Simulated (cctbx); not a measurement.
**Finding the light atoms**

Cell a = 3.0380 Å, b = 3.3750 Å, c = 13.3630 Å, α = 90.00°, β = 90.00°, γ = 90.00°; space group Immm (no. 71); content Ru4 Mo2 N4 B4. The heavier atoms are placed; B is still missing.

Simulated single-crystal data (cctbx): Ga Kα, λ = 1.3414 Å, to d = 0.8 Å, 70 % of the full sphere, strongest reflection 70000 counts, noise from counting, a 3 % proportional error and a noise floor of 4 counts (s.d.); no absorption.

Refinement without B (map in e/Å³):

```text
Rint 0.023, 101 unique reflections to 0.81 A
cycle     R1     wR2    GooF  max shift (A)
   1  0.0593  0.1913   9.258   0.09877
   3  0.0528  0.1504   7.279   0.00002
final R1 0.0528 wR2 0.1504 GooF 7.279  parameters 5  data/parameter 20.2
atom        x        y        z      Ueq    occ   su(xyz)  su(Uiso or U11)
Ru1    0.00000  0.00000  0.82128   0.0217  1.000  0.00014  0.0010
Mo1    0.50000  0.00000  0.00000   0.0209  1.000  0.00000  0.0010
N1     0.50000  0.00000  0.57912   0.0466  1.000  0.00204  0.0065
difference map: max 6.66 min -1.64 rms 0.58
Q1    0.0000  0.0000  0.3610    4    6.66  1.72 A from N1
Q2    0.0000  0.5000  0.0552    4    2.82  0.32 A from N1
Q3    0.0000  0.5000  0.5000    2    2.54  0.00 A from Mo1
Q4    0.0000  0.0000  0.1718    4    2.35  0.09 A from Ru1
Q5    0.0000  0.5000  0.4355    4    0.24  0.86 A from Mo1
Q6    0.2167  0.2219  0.3186   16    0.23  1.27 A from Ru1
Q7    0.2222  0.3424  0.0000    8    0.19  1.36 A from N1
Q8    0.1948  0.2658  0.1141   16    0.18  1.09 A from N1
```

Simulated single-crystal data (cctbx): neutrons of λ = 0.95 Å, to d = 0.8 Å, 70 % of the full sphere, strongest reflection 5000 counts, noise from counting, a 3 % proportional error and a noise floor of 4 counts (s.d.); no absorption.

Refinement without B (map in fm/Å³; only maxima are listed):

```text
Rint 0.036, 101 unique reflections to 0.81 A
cycle     R1     wR2    GooF  max shift (A)
   1  0.3812  0.6887  18.065   0.01080
   3  0.3620  0.6421  16.843   0.00005
final R1 0.3620 wR2 0.6421 GooF 16.843  parameters 5  data/parameter 20.2
atom        x        y        z      Ueq    occ   su(xyz)  su(Uiso or U11)
Ru1    0.00000  0.00000  0.82088   0.0046  1.000  0.00173  0.0054
Mo1    0.50000  0.00000  0.00000   0.0044  1.000  0.00000  0.0065
N1     0.50000  0.00000  0.57043   0.0176  1.000  0.00173  0.0059
difference map: max 24.60 min -7.19 rms 2.75
Q1    0.0000  0.0000  0.3600    4   24.63  1.78 A from N1
Q2    0.0000  0.5000  0.5000    2   16.49  0.00 A from Mo1
Q3    0.0000  0.5000  0.0634    4   15.55  0.09 A from N1
Q4    0.0000  0.0000  0.1916    4   14.81  0.17 A from Ru1
Q5    0.0000  0.0000  0.0000    2    8.84  1.52 A from Mo1
Q6    0.0000  0.5000  0.2540    4    8.22  1.76 A from Ru1
Q7    0.0000  0.0000  0.5000    2    6.38  1.69 A from Mo1
Q8    0.0000  0.0000  0.2763    4    4.84  1.30 A from Ru1
```

**Question.** Where is B, and which data fix it better?

B sits at (0, 0, 0.6399). Adding it takes R1 from 0.053 to 0.007 with X-rays and from 0.362 to 0.015 with neutrons. Its largest coordinate s.u. is 0.00033 with X-rays and 0.00012 with neutrons, so neutrons fix it better in these data. In the X-ray map Q1 marks it. In the neutron map Q1 marks it.

Final neutron refinement:

```text
Rint 0.036, 101 unique reflections to 0.81 A
cycle     R1     wR2    GooF  max shift (A)
   1  0.1602  0.3500   9.278   0.02340
   2  0.0152  0.0303   0.802   0.00007
final R1 0.0152 wR2 0.0303 GooF 0.802  parameters 7  data/parameter 14.4
atom        x        y        z      Ueq    occ   su(xyz)  su(Uiso or U11)
Ru1    0.00000  0.00000  0.82137   0.0231  1.000  0.00006  0.0002
Mo1    0.50000  0.00000  0.00000   0.0222  1.000  0.00000  0.0003
N1     0.50000  0.00000  0.57148   0.0357  1.000  0.00006  0.0002
B1     0.00000  0.00000  0.63985   0.0475  1.000  0.00012  0.0004
difference map: max 0.27 min -0.21 rms 0.07
Q1    0.1931  0.2693  0.2008   16    0.28  1.12 A from Ru1
Q2    0.2579  0.0000  0.2384    8    0.22  1.12 A from Ru1
Q3    0.1436  0.0000  0.0439    8    0.18  1.23 A from Mo1
Q4    0.2158  0.2025  0.5000    8    0.17  1.20 A from Mo1
Q5    0.1600  0.0000  0.3682    8    0.16  0.50 A from B1
Q6    0.0000  0.5000  0.4635    4    0.15  0.49 A from Mo1
```

The model was made for the exercise: a known structure type with other elements put in, its volume estimated, not relaxed; displacement parameters are assumed.

[Middle refinement cycles are left out of these outputs.]

[Logs are printed without paths, hosts, clocks, repeated set-up lines and the standing remarks that a program may print on its own settings, such as how far it seeks lower states.]
